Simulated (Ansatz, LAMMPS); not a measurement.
# Relaxing glassy 73SiO2-27K2O (mol %) (90 atoms), part 2 of 2

How does glassy 73SiO2-27K2O (mol %) (90 atoms) relax, and what do bonds, charges and levels look like afterwards?

Ansatz 0.2.0; Kohn-Sham DFT, PBE, PAW (set soft_2), plane waves.

The cell: 22 Si, 16 K and 52 O. The quench rate of 50 K/ps far exceeds what a furnace or splat quench reaches. The network of bonds at the start is that of the classical potential that made the cell. Sampling is at Γ alone, for a cell whose shortest periodic width is 11 Å.

So far, density (g/cm³): step 5 (local order after relaxation) 2.38.

## 6. Single point at the relaxed geometry

One more single point at the end of the walk gives the fuller output and checks the residual forces.

The input, input.yaml:

```yaml
crystal:
  lattice:
    - [11.31878, 0.0, 0.0]
    - [0.0, 11.31878, 0.0]
    - [0.0, 0.0, 11.31878]
  atoms:
    - { symbol: Si, position: [0.82306, 0.69074, 0.02822] }
    - { symbol: Si, position: [0.94671, 0.2454, 0.36473] }
    - { symbol: Si, position: [0.00813, 0.92235, 0.82027] }
    - { symbol: Si, position: [0.73646, 0.13563, 0.45176] }
    - { symbol: Si, position: [0.0845, 0.08475, 0.19241] }
    - { symbol: Si, position: [0.21176, 0.5896, 0.06988] }
    - { symbol: Si, position: [0.7755, 0.54245, 0.57961] }
    - { symbol: Si, position: [0.1711, 0.76465, 0.41646] }
[... 78 atom lines left out ...]
    - { symbol: O, position: [0.0758, 0.94055, 0.18404] }
    - { symbol: O, position: [0.12881, 0.6913, 0.53606] }
    - { symbol: O, position: [0.02781, 0.0239, 0.7247] }
    - { symbol: O, position: [0.73006, 0.77996, 0.97167] }
kpoints:
  mp_grid: { grid: [1, 1, 1] }
hamiltonian:
  xc: pbe
scf:
  occupations: { method: fermi_dirac, width: 0.05 }
output:
  forces: true
  stress: true
  populations: true
  dos:
    method: { smearing: { sigma: 0.15 } }
    de: 0.1
    projected: { site_lists: { K: [K], O: [O], Si: [Si] } }
  eigenvalues: true
  write_density: true
  write_potential: true
  volumetric_format: npy
```

Run with:

```sh
ansatz run input.yaml --threads 4 --pin off --max-ram 8192MiB --backend cpu --events-out ev --progress --plain --runs-dir out
```

It took 20 s on 4 threads of Intel Xeon 6975P-C (Granite Rapids), shared host; peak memory 1.8 GiB.

The program notes that the exchange-correlation potential is rough where the density is thin.

Numbers from this run:

```yaml
free_energy: -68194.4634 eV
free_energy_per_atom: -757.7163 eV/atom
scf_cycles: 9
pressure: 1.054 GPa
r_m_s_force_component: 0.01369 eV/Å
longest_force: 0.04579 eV/Å
fermi_energy: 5.502 eV
spacing_of_highest_filled_and_lowest_empty_level: 2.818 eV
spilling_of_the_projection: 0.01103
```

Löwdin charges by element and coordination (they lack the spilled electrons, 0.067 e an atom on average):

```
element  coordination  atoms  mean charge (e)  spread   least    most
      K           all     16            0.868   0.009   0.854   0.885
      K             3      1            0.871       0   0.871   0.871
      K             4      1            0.865       0   0.865   0.865
      K             5      6            0.866  0.0089   0.859   0.885
      K             6      5            0.872  0.0087   0.858   0.882
      K             7      2            0.862  0.0079   0.854   0.870
      K             8      1            0.880       0   0.880   0.880
      O           all     52           -0.860  0.0778  -1.000   -0.78
      O             2      6           -0.790  0.0035  -0.796  -0.786
      O             3     21           -0.834  0.0585  -0.982   -0.78
      O             4     23           -0.891   0.078  -1.000  -0.796
      O             5      2           -0.993  0.0045  -0.998  -0.989
     Si           all     22             1.67  0.0614    1.57    1.76
```

Density of states as counts of states in windows of 1 eV (from the Fermi level), total and the larger projections:

```
from (eV)  to (eV)  total   O p  Si p   K p
      -14      -13   67.0   0.9   0.2  65.5
      -13      -12    4.6   1.6   0.1   2.2
      -12      -11    9.5   6.3   0.6   0.1
      -11      -10   12.5   8.5   1.1   0.1
      -10       -9   15.5  11.3   2.4   0.1
       -9       -8   26.3  20.0   4.9   0.1
       -8       -7   15.2  11.9   2.1   0.1
       -7       -6   30.9  26.2   2.4   0.1
       -6       -5   54.4  47.7   2.9   0.2
       -5       -4   61.4  56.3   1.7   0.2
       -4       -3   33.1  30.5   1.0   0.2
       -3       -2   41.7  38.7   1.4   0.2
       -2       -1    9.1   8.7   0.1   0.0
       -1        1    0.0   0.0   0.0   0.0
        1        2    2.0   0.0   0.0   0.0
        2        3    4.0   0.3   0.2   0.0
        3        4   15.8   1.1   1.6   0.1
        4        5   33.1   2.5   7.6   0.1
```

Between -26 and -14 eV lie 131 more states.

The stored curve holds about 512 of the 544 electrons; the rest, give or take the few that broadening carries across the Fermi level, lie in deeper levels below its range.

The levels nearest the highest filled one (over half full), pooled over k-points and spins:

```
level less the highest filled one (eV)  occupation
                                -0.721           2
                                -0.639           2
                                -0.473           2
                                -0.353           2
                                -0.269           2
                                     0           2
                                  2.82           0
                                  3.90           0
                                  4.35           0
                                  4.44           0
                                  4.52           0
                                  4.67           0
```

Valence density in the ac plane at fractional y = 0.136, with atoms of Si and K and O within 0.2 Å of it. It is the smooth field of the valence electrons, not physical close to the nuclei.

Ten steps, logarithmic in the rise over the least value, from '_' (0.0 e/Å³) to '@' (6.6 e/Å³), each cell a mean:
```
::::..__________..--==--::..__..--++##%%##++--::==##%%##**==--::
______________::==**####++::..__..--==++==--..::==##%%##++--::..
______________--**%%%%%%##==..............____..--==++++--::..__
______________::++%%%%%%**==::------::..________..::::::....____
______________..--++**++==::--**####++::..________....::::..____
......____________..::::..::++%%@@@@##==..________::--====--....
......__________________..::==##%%%%**--::..____..::==++++==::..
......____________________..--==++++==--::::::....::--====--....
____........____________..::----------==++****==::....::::..____
__..--++++==::________..--++**++==--==++%%@@@@**--........______
..--++####**==..____..--**%%@@%%**----++##@@%%**==::::::::::..__
..--++####**==..____..--**@@@@%%**--::--++****++----==++++==::..
..::--++++==::..____..::==**##**==::....--==--::::==++****++--..
::....::::..__________..::----::....__..::----::::--==++++==::::
++==--..______________..........____..::--======------::::::--==
%%%%++--..__________..........______..::--====--::::......--++##
@@@@**==::::::::::....::::::....______..::--::::....____..--++%%
%%##++==--==****++------------::..______......__________..::==**
======--==##@@@@%%++==--========::..______________________..::--
====----==##@@@@%%++==--==++++==::..____________..............--
####++==--==****++==------====--::......________....::::..::--++
@@@@##==::::::::::::::::--::::....::======::..__....::::::--++%%
@@@@**--..________......::......::++##%%##++::....::------==++##
**++==::____________........__..--**%%%%%%**--::--==++++======++
```
Columns run along a (11.3 Å), rows up along c (11.3 Å). Atoms in or near the plane, at fractional coordinates: Si at (0.74, 0.45), K at (0.60, 0.01), K at (0.33, 0.88), O at (0.01, 0.31), O at (0.02, 0.08), O at (0.67, 0.58), O at (0.22, 0.20), O at (0.44, 0.53).

Electrostatic potential energy in the ac plane at fractional y = 0.136, with atoms of Si and K and O within 0.2 Å of it. With pseudopotentials it is smooth inside the atoms' cores, unlike the true potential.

Ten even steps from '_' (-40 eV) to '@' (10 eV), each cell a mean:
```
@@@@@@@@@@@@@@@@%%%%##%%%%@@@@@@%%**::..::**%%@@@@**::--++**##%%
@@@@@@@@@@@@@@%%##==::--**%%@@@@@@%%##**##%%@@@@@@++::--%%@@@@@@
@@@@@@@@@@@@@@%%++______--##@@@@@@@@@@@@@@@@@@@@@@@@%%%%@@@@@@@@
@@@@@@@@@@@@@@%%++..____==%%@@@@@@@@@@@@@@@@@@@@@@@@@@@@@@@@@@@@
@@@@@@@@@@@@@@%%%%**++++##@@@@##++++@@@@@@@@@@@@@@@@@@@@@@@@@@@@
@@@@@@@@@@@@@@@@@@%%%%%%@@@@@@--____**@@@@@@@@@@@@%%%%####%%@@@@
@@@@@@@@@@@@@@@@@@@@@@@@@@@@@@++::::##@@@@@@@@@@@@%%##++**##@@@@
@@@@@@@@@@@@@@@@@@@@@@@@@@@@@@##++==**%%@@@@@@@@@@%%%%####%%@@@@
@@@@@@@@%%%%@@@@@@@@@@@@@@@@%%**--..--####**##@@@@@@@@%%%%@@@@@@
@@%%%%##**##%%@@@@@@@@@@@@%%##**++==++##--__..**@@@@@@@@@@@@@@@@
@@%%**--::++##%%@@@@@@@@##::__::##%%%%%%--__..++%%%%@@@@@@@@@@@@
@@%%**--::++##%%@@@@@@@@**..__::##@@@@@@%%**==----++%%%%%%@@@@@@
@@%%##****##%%@@@@@@@@@@%%**++##@@@@@@@@%%++______::******%%@@@@
@@@@@@%%%%@@@@@@@@@@@@@@@@@@@@@@@@@@@@@@%%++..____::**%%%%@@@@@@
%%%%@@@@@@@@@@@@@@@@@@@@@@@@@@@@@@@@@@@@@@##++--==**%%%%@@%%%%%%
..--##@@@@@@@@@@@@@@@@@@@@@@@@@@@@@@@@@@@@@@%%%%%%%%@@@@@@%%%%==
____++%%@@@@@@@@@@@@@@@@@@@@@@@@@@@@@@@@@@@@@@@@@@@@@@@@@@@@##..
--==**##%%%%##**%%%%##****%%@@@@@@@@@@@@@@@@@@@@@@@@@@@@@@@@@@**
##++::::++++..__::**==....==%%@@@@@@@@@@@@@@@@@@@@@@@@@@@@@@@@@@
##==....++++..__::**::____::##@@@@@@@@@@@@@@@@@@@@@@@@@@@@@@@@@@
++==++++##%%####%%%%**----**%%@@@@@@@@@@@@@@@@@@@@@@@@@@@@@@@@%%
____==%%@@@@@@@@@@@@%%%%%%@@@@@@@@%%######%%@@@@@@@@@@%%##%%##--
__..**@@@@@@@@@@@@@@@@@@@@@@@@@@%%**::..--**%%@@@@@@%%**==++**--
##%%@@@@@@@@@@@@@@@@@@@@@@@@@@@@%%==______==%%@@@@@@##++----**##
```
Columns run along a (11.3 Å; values clipped at the 3rd and 97th percentile), rows up along c (11.3 Å). Atoms in or near the plane, at fractional coordinates: Si at (0.74, 0.45), K at (0.60, 0.01), K at (0.33, 0.88), O at (0.01, 0.31), O at (0.02, 0.08), O at (0.67, 0.58), O at (0.22, 0.20), O at (0.44, 0.53).

Mean Löwdin charges: K +0.87, O -0.86, Si +1.67 e (they miss 1.1 % of the electrons, so they add up to more than the cell's charge).

Local excerpt of 10 atoms (numbers count through the whole input) about O45, picked at random; x, y, z are measured from there.

```
atom      x      y      z  distance (Å)  bonds  Löwdin charge (e)
 O45   0.00   0.00   0.00          0.00      3              -0.83
 Si5   0.77  -0.65   1.29          1.64      4               1.72
Si15  -1.40  -0.73  -0.66          1.71      4               1.66
 O82  -0.79  -1.99  -1.51          2.62      2              -0.79
 O44  -0.06  -0.16   2.63          2.64      3              -0.80
 O87   0.67  -2.28   1.20          2.66      3              -0.80
 O64  -2.19   0.34  -1.51          2.68      4              -0.97
 O39  -2.26  -1.27   0.70          2.69      3              -0.80
 O57   2.29  -0.14   1.40          2.69      4              -0.82
 K27   1.68   2.03  -0.66          2.71      5               0.88
```

The column of bonds counts only the pairs O-Si within 2.12 Å, O-K within 3.33 Å; other neighbours, such as metal atoms beside each other in a compound, aren't counted, and periodic images can show an atom twice.

## 7. Results

| Item | Value |
| --- | --- |
| energy change in the relaxation | -85.87 meV/atom |
| r.m.s. displacement | 0.32 Å |
| largest displacement | 0.783 Å |
| free energy per atom | -757.7163 eV/atom |
| pressure | 1.054 GPa |
| r.m.s. force component | 0.01369 eV/Å |
| gap (highest filled to lowest empty level) | 2.818 eV |
| wall time of the 3 DFT runs | 2.5 min |

In words: Relaxation lowers the energy by 85.9 meV/atom and moves atoms by 0.32 Å r.m.s.; the r.m.s. force component goes from 1.4 to 0.014 eV/Å, the pressure goes from 5.5 to 1.1 GPa, and the gap from 2.08 to 2.82 eV. By the final cutoffs 8 of 176 bonded pairs parted and 9 joined. First to last step the energy falls by 7.729 eV; the largest move, 0.78 Å, is that of O49. The O-K bonds change most in mean length: from 2.876 Å (spread 0.220) to 2.791 Å (spread 0.207), and their number from 88 to 89. By these cutoffs 38 % of K atoms have 5, 44 % of O atoms have 4 and all Si atoms have 4 bonded neighbours. 69 % of the oxygens bridge two formers (Si) and 31 % are non-bridging. The highest filled and lowest empty levels differ by 2.82 eV (at Γ alone); a semilocal functional tends to put such gaps too low. In a disordered cell it changes from sample to sample, and tail or defect levels can set it.

**Limits.** The network of bonds at the start is that of the classical potential that made the cell; in DFT 8 of its 176 bonded pairs passed out of the cutoffs and 9 came within them.

[Logs are printed without paths, hosts, clocks, repeated set-up lines and the standing remarks that a program may print on its own settings, such as how far it seeks lower states.]

[Hosts, paths, dates, database ids (printed as entryN), source tags and the programs' standing remarks are cut or masked in the printed files.]
